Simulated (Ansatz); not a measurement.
**Work function of Ag(110): what the settings cost and change**

Aim: the work function of Ag(110) across levels of theory at one geometry.

Calculated with Ansatz 0.2.0; plane-wave DFT, PBE, Ansatz PAW, in the first sound run; inputs show where later runs differ.

**Measured values to reproduce.**

For Ag (clean (110) face, a compiled value), “Anisotropic work function of elemental crystals” (2019, arxiv:1902.07811) quotes earlier work: work function (clean (110) face, a compiled value) 4.1 eV.

This is a report of a sequence of runs, with the program logs left out and the cost of each run kept.

### Step 1. Set-up

The cell holds 7 atoms: 7 Ag. Its edges and angles: a = 4.090 Å, b = 2.892 Å, c = 26.676 Å, α = 90.0°, β = 90.0°, γ = 90.0°. Vacuum lies along c.

### Step 2. Run, setting PBE, Ansatz PAW (420 eV)

A work function rests on the faint tail of the density, so the SCF threshold is tight. PBE on the default files comes first; the next runs keep the geometry and change functional or files, each at the cutoff that its files recommend; a relaxation and, for heavy metals, spin-orbit coupling close the ladder.

input.yaml

```yaml
crystal:
  lattice:
    - [4.09, 0.0, 0.0]
    - [0.0, 2.8920667351, 0.0]
    - [0.0, 0.0, 26.6762002052]
  atoms:
    - { symbol: Ag, position: [0.0, 0.0, 0.3373793843] }
    - { symbol: Ag, position: [0.5, 0.5, 0.3915862562] }
    - { symbol: Ag, position: [0.0, 0.0, 0.4457931281] }
    - { symbol: Ag, position: [0.5, 0.5, 0.5] }
    - { symbol: Ag, position: [0.0, 0.0, 0.5542068719] }
    - { symbol: Ag, position: [0.5, 0.5, 0.6084137438] }
    - { symbol: Ag, position: [0.0, 0.0, 0.6626206157] }
kpoints:
  mp_grid: { grid: [10, 14, 1] }
hamiltonian:
  xc: pbe
scf:
  occupations: { method: fermi_dirac, width: 0.1 }
  convergence: { dr2_threshold: 1.0e-09 }
efield:
  axis: 3
  dipole_correction: true
  ramp_position: 0.97
  ramp_width: 0.06
output:
  write_potential: true
  write_density: true
  volumetric_format: npy
  elf: true
```

Command:

```console
> ansatz run input.yaml --threads 4 --pin off --max-ram 6144MiB --backend cpu --events-out ev --progress --plain --runs-dir out
```

Run time: 78 s. Hardware: 4 threads of Arm Neoverse N1, shared host; peak memory 1.5 GiB.

This step gave:

```
energy at zero smearing   : -53132.5143 eV
work function, upper face : 4.120 eV
```

Running mean over 1.446 Å of the planar mean; the ramp of the sawtooth is left out. The electron's electrostatic potential energy less the Fermi level by z:

| z (Å) | electron's electrostatic potential energy less the Fermi level (eV) |
| --- | --- |
| 3.5 | 4.12 |
| 4.0 | 4.12 |
| 4.5 | 4.12 |
| 5.0 | 4.12 |
| 5.5 | 4.11 |
| 6.0 | 4.10 |
| 6.5 | 4.04 |
| 7.0 | 3.85 |
| 7.5 | 3.09 |
| 8.0 | 0.769 |
| 8.5 | -2.55 |
| 9.0 | -4.98 |
| 9.5 | -5.78 |
| 10.0 | -5.96 |
| 10.5 | -6.04 |
| 11.0 | -6.08 |
| 11.5 | -6.09 |
| 12.0 | -6.08 |
| 12.5 | -6.08 |
| 13.0 | -6.08 |
| 13.5 | -6.08 |
| 14.0 | -6.08 |
| 14.5 | -6.08 |
| 15.0 | -6.08 |
| 15.5 | -6.09 |
| 16.0 | -6.06 |
| 16.5 | -6.00 |
| 17.0 | -5.87 |
| 17.5 | -5.42 |
| 18.0 | -3.59 |
| 18.5 | -0.386 |
| 19.0 | 2.47 |
| 19.5 | 3.69 |
| 20.0 | 4.00 |
| 20.5 | 4.09 |
| 21.0 | 4.11 |
| 21.5 | 4.12 |
| 22.0 | 4.12 |
| 22.5 | 4.12 |
| 23.0 | 4.12 |
| 23.5 | 4.12 |

Valence density in the ca plane at fractional y = 0.000, with atoms of Ag within 0.2 Å of it. It is the smooth field of the valence electrons, not physical close to the nuclei.

Ten steps, logarithmic in the rise over the least value, from '0' (0 e/Å³) to '9' (18 e/Å³), each cell a mean:
```
00014799741147997412479974114799731000000000
00002566521125665211256652112566520000000000
00001233211112332111123321111233210000000000
00000011111111111111111111111111000000000000
00000000111111111111111111111100000000000000
00000000111111001111110011111100000000000000
00000001111111111111111111111110000000000000
00000122111111221111112211111121100000000000
00001355321123553211235532112355310000000000
00013688631136886311368863113688631000000000
00014899842248998422489984224899841000000000
```
Columns run along c (16.0 Å, from fractional 0.25 to 0.85 of the cell), rows up along a (4.1 Å). Atoms in or near the plane, at fractional coordinates: Ag at (0.34, 0.00), Ag at (0.45, 0.00), Ag at (0.55, 0.00), Ag at (0.66, 0.00).

ELF in the ca plane at fractional y = 0.000, with atoms of Ag within 0.2 Å of it. It is the smooth field of the valence electrons, not physical close to the nuclei.

Values, 6 rows by 16 columns, each cell a mean:
```
0.08 0.26 0.60 0.28 0.28 0.60 0.25 0.32 0.59 0.22 0.36 0.57 0.20 0.06 0.01 0.00
0.05 0.14 0.24 0.19 0.18 0.23 0.19 0.19 0.22 0.18 0.20 0.23 0.12 0.04 0.01 0.00
0.02 0.08 0.15 0.17 0.17 0.17 0.17 0.17 0.17 0.17 0.18 0.14 0.06 0.02 0.00 0.00
0.03 0.09 0.16 0.18 0.17 0.17 0.17 0.17 0.17 0.17 0.18 0.15 0.08 0.02 0.00 0.00
0.06 0.17 0.32 0.21 0.20 0.31 0.20 0.21 0.31 0.18 0.23 0.31 0.14 0.05 0.01 0.00
0.08 0.29 0.68 0.31 0.31 0.68 0.27 0.36 0.67 0.23 0.41 0.66 0.21 0.06 0.01 0.00
```
Columns run along c (16.0 Å, from fractional 0.25 to 0.85 of the cell), rows up along a (4.1 Å). Atoms in or near the plane, at fractional coordinates: Ag at (0.34, 0.00), Ag at (0.45, 0.00), Ag at (0.55, 0.00), Ag at (0.66, 0.00).

Electrostatic potential energy in the ca plane at fractional y = 0.000, with atoms of Ag within 0.2 Å of it. With pseudopotentials it is smooth inside the atoms' cores, unlike the true potential.

Ten even steps from '0' (-36 eV) to '9' (8 eV), each cell a mean:
```
99986200268861002688610026886200269999999999
99998422589974224899742258997422589999999999
99999877899998778999987789999877899999999999
99999999999999999999999999999999999999999999
99999999999999999999999999999999999999999999
99999999999999999999999999999999999999999999
99999999999999999999999999999999999999999999
99999988999999889999998899999988999999999999
99998655689986446899864568998655689999999999
99997311379963003799630137996311379999999999
99985100158851001588510015885100158999999999
```
Columns run along c (16.0 Å, from fractional 0.25 to 0.85 of the cell; values clipped at the 3rd and 97th percentile), rows up along a (4.1 Å). Atoms in or near the plane, at fractional coordinates: Ag at (0.34, 0.00), Ag at (0.45, 0.00), Ag at (0.55, 0.00), Ag at (0.66, 0.00).

The work function is 4.120 eV.

### Step 3. Run

This step: plane-wave DFT, LDA, Ansatz PAW (Ansatz 0.2.0).

Edit input.yaml of step 2 so:

```diff
@@ -16,3 +16,3 @@
 hamiltonian:
-  xc: pbe
+  xc: lda
 scf:
@@ -29,2 +29 @@
   volumetric_format: npy
-  elf: true
```

The job ended after 79 s (4 threads; peak memory 1.5 GiB).

The work function is 4.536 eV, +0.416 eV from the run “PBE, Ansatz PAW (420 eV)”, at 1.0 times its CPU time.

### Step 4. Slab

This step: plane-wave DFT, PBEsol, Ansatz PAW (Ansatz 0.2.0).

Edit input.yaml of step 3 so:

```diff
@@ -16,3 +16,3 @@
 hamiltonian:
-  xc: lda
+  xc: pbesol
 scf:
```

The job ended after 82 s (4 threads; peak memory 1.5 GiB).

The work function is 4.237 eV, +0.117 eV from the run “PBE, Ansatz PAW (420 eV)”, at 1.1 times its CPU time.

### Step 5. Slab

This step: plane-wave DFT, RPBE, Ansatz PAW (Ansatz 0.2.0).

Edit input.yaml of step 4 so:

```diff
@@ -16,3 +16,3 @@
 hamiltonian:
-  xc: pbesol
+  xc: rpbe
 scf:
```

Elapsed: 80 s, on 4 threads; peak memory 1.5 GiB.

The work function is 3.922 eV, -0.198 eV from the run “PBE, Ansatz PAW (420 eV)”, at 1.0 times its CPU time.

### Step 6. Slab

This step: plane-wave DFT, r2SCAN, Ansatz PAW (Ansatz 0.2.0).

Edit input.yaml of step 5 so:

```diff
@@ -16,3 +16,3 @@
 hamiltonian:
-  xc: rpbe
+  xc: r2scan
 scf:
```

Wall time 6.1 min (4 threads); peak memory 2.3 GiB; 15 min of CPU time.

The work function is 4.053 eV, -0.067 eV from the run “PBE, Ansatz PAW (420 eV)”, at 3.0 times its CPU time.

### Step 7. Slab

This step: plane-wave DFT, PBE, JTH PAW (Ansatz 0.2.0).

Edit input.yaml of step 6 so:

```diff
@@ -16,3 +16,4 @@
 hamiltonian:
-  xc: r2scan
+  xc: pbe
+  pseudopotentials: { kind: paw, source: jth }
 scf:
```

It took 5.4 min on 4 threads; peak memory 4.9 GiB.

The work function is 4.116 eV, -0.004 eV from the run “PBE, Ansatz PAW (420 eV)”, at 3.8 times its CPU time.

### Step 8. Slab

This step: plane-wave DFT, PBE, norm-conserving (Ansatz 0.2.0).

Edit input.yaml of step 7 so:

```diff
@@ -17,3 +17,3 @@
   xc: pbe
-  pseudopotentials: { kind: paw, source: jth }
+  pseudopotentials: { kind: nc }
 scf:
```

Wall time 4.4 min (4 threads); peak memory 4.2 GiB; 17 min of CPU time.

The work function is 4.119 eV, -0.000 eV from the run “PBE, Ansatz PAW (420 eV)”, at 3.5 times its CPU time.

### Step 9. Run

This step: plane-wave DFT, LDA, norm-conserving (Ansatz 0.2.0).

Edit input.yaml of step 8 so:

```diff
@@ -16,3 +16,3 @@
 hamiltonian:
-  xc: pbe
+  xc: lda
   pseudopotentials: { kind: nc }
```

The job ended after 6.6 min (4 threads; peak memory 5.5 GiB).

The work function is 4.539 eV, +0.419 eV from the run “PBE, Ansatz PAW (420 eV)”, at 5.2 times its CPU time.

### Step 10. Run, setting PBE, all layers relaxed

This step: plane-wave DFT, PBE, Ansatz PAW (Ansatz 0.2.0).

Edit input.yaml of step 9 so:

```diff
@@ -16,4 +16,3 @@
 hamiltonian:
-  xc: lda
-  pseudopotentials: { kind: nc }
+  xc: pbe
 scf:
@@ -26,2 +25,5 @@
   ramp_width: 0.06
+relax:
+  f_tol: 0.01
+  max_steps: 40
 output:
```

The job ended after 3.5 min (4 threads; peak memory 1.2 GiB; 14 min of CPU time).

The relaxation took 4 steps and lowered the energy by 0.033 eV; the largest force on the free atoms ends at 0.0026 eV/Å.

The work function is 4.122 eV, +0.002 eV from the run “PBE, Ansatz PAW (420 eV)”, at 2.7 times its CPU time.

### Step 11. Run

This step: plane-wave DFT, PBE, fully relativistic PAW with spin-orbit coupling (Ansatz 0.2.0).

Edit input.yaml of step 10 so:

```diff
@@ -17,2 +17,3 @@
   xc: pbe
+  pseudopotentials: { kind: paw_fr }
 scf:
@@ -25,5 +26,5 @@
   ramp_width: 0.06
-relax:
-  f_tol: 0.01
-  max_steps: 40
+magnetization:
+  noncollinear: true
+  spin_orbit: true
 output:
```

Elapsed: 13 min, on 4 threads; peak memory 5.9 GiB; 45 min of CPU time.

The work function is 4.125 eV, +0.005 eV from the run “PBE, Ansatz PAW (420 eV)”, at 8.9 times its CPU time.

### Step 12. Comparing the runs

Times are for 4 threads of Arm Neoverse N1, shared host. The series side by side:

| no. | setting | work function, upper face (eV) | time | memory (GiB) |
| --- | --- | --- | --- | --- |
| 1 | PBE, Ansatz PAW (420 eV) | 4.120 | 78 s | 1.5 |
| 2 | LDA, Ansatz PAW (420 eV) | 4.536 | 79 s | 1.5 |
| 3 | PBEsol, Ansatz PAW (420 eV) | 4.237 | 82 s | 1.5 |
| 4 | RPBE, Ansatz PAW (420 eV) | 3.922 | 80 s | 1.5 |
| 5 | r2SCAN, Ansatz PAW (500 eV) | 4.053 | 6.1 min | 2.3 |
| 6 | PBE, JTH PAW (1380 eV) | 4.116 | 5.4 min | 4.9 |
| 7 | PBE, norm-conserving (960 eV) | 4.119 | 4.4 min | 4.2 |
| 8 | LDA, norm-conserving (1170 eV) | 4.539 | 6.6 min | 5.5 |
| 9 | PBE, all layers relaxed | 4.122 | 3.5 min | 1.2 |
| 10 | PBE with spin-orbit coupling (420 eV) | 4.125 | 13 min | 5.9 |

### Step 13. A changed input

This step: plane-wave DFT, PBE, Ansatz PAW (Ansatz 0.2.0).

An input spoilt on purpose, to show how the run answers: it repeats the earlier run “PBE, Ansatz PAW (420 eV)” with scf.max_iter to 1; its output block differs too.

Edit input.yaml of step 11 so:

```diff
@@ -17,3 +17,2 @@
   xc: pbe
-  pseudopotentials: { kind: paw_fr }
 scf:
@@ -21,2 +20,3 @@
   convergence: { dr2_threshold: 1.0e-09 }
+  max_iter: 1
 efield:
@@ -26,5 +26,2 @@
   ramp_width: 0.06
-magnetization:
-  noncollinear: true
-  spin_orbit: true
 output:
```

It took 26 s on 4 threads; peak memory 1.1 GiB.

No converged result was reached; the numbers in the log don't describe the system.

The program's message: “Error: did not converge after 1 iterations: dr2 = 4.26e-3 (threshold 1.00e-9), under the density mixer `msr1`, which `scf.mixing.algorithm: auto` chose by the deck's other keys (type `scf.mixing.algor …”

The fault put into the input: too few SCF iterations.

### Step 14. Results

* work function, PBE, Ansatz PAW (420 eV): 4.120 eV
* work function, LDA, Ansatz PAW (420 eV): 4.536 eV
* work function, RPBE, Ansatz PAW (420 eV): 3.922 eV
* work function, r2SCAN, Ansatz PAW (500 eV): 4.053 eV
* work function, LDA, norm-conserving (1170 eV): 4.539 eV
* work function, PBE, all layers relaxed: 4.122 eV
* work function, PBE with spin-orbit coupling (420 eV): 4.125 eV

What this shows: PBE on the default files gives 4.12 eV, and the settings tried spread the value from 3.92 to 4.54 eV. At one geometry LDA lies 0.42 eV above PBE. The choice of pseudopotentials moves the PBE value by 0.004 eV. Relaxing the layers changes it by +0.002 eV. Spin-orbit coupling, on the fully relativistic files, changes it by +0.00 eV. The ladder's slabs use the tabulated experimental lattice constant (two decimals; a low-temperature value for the alkali metals).

Comparison with the measured values:

| quantity | measured | PBE, Ansatz PAW (420 eV) | LDA, Ansatz PAW (420 eV) | r2SCAN, Ansatz PAW (500 eV) | LDA, norm-conserving (1170 eV) | PBE, all layers relaxed | PBE with spin-orbit coupling (420 eV) |
| --- | --- | --- | --- | --- | --- | --- | --- |
| work function (clean (110) face, a compiled value) (eV) | 4.1 | 4.12 (+0.02 eV) | 4.54 (+0.44 eV) | 4.05 (-0.05 eV) | 4.54 (+0.44 eV) | 4.12 (+0.02 eV) | 4.12 (+0.02 eV) |

Measured values from arxiv:1902.07811 (2019).

How well it matches: For the work function, of the levels listed nearest comes PBE, Ansatz PAW (420 eV) (+0.02 eV, good agreement) and farthest LDA, norm-conserving (1170 eV) (+0.44 eV, a clear miss).

[Long decimals in the printed logs are rounded to 6 places.]

[Logs are printed without paths, hosts, clocks, repeated set-up lines and the standing remarks that a program may print on its own settings, such as how far it seeks lower states.]

[Hosts, paths, dates, database ids (printed as entryN), source tags and the programs' standing remarks are cut or masked in the printed files.]

[Maps of the electrostatic potential energy from Ansatz leave out the sawtooth potential of an applied field or a dipole correction, so their vacuum need not be flat; planar profiles and work functions include it.]
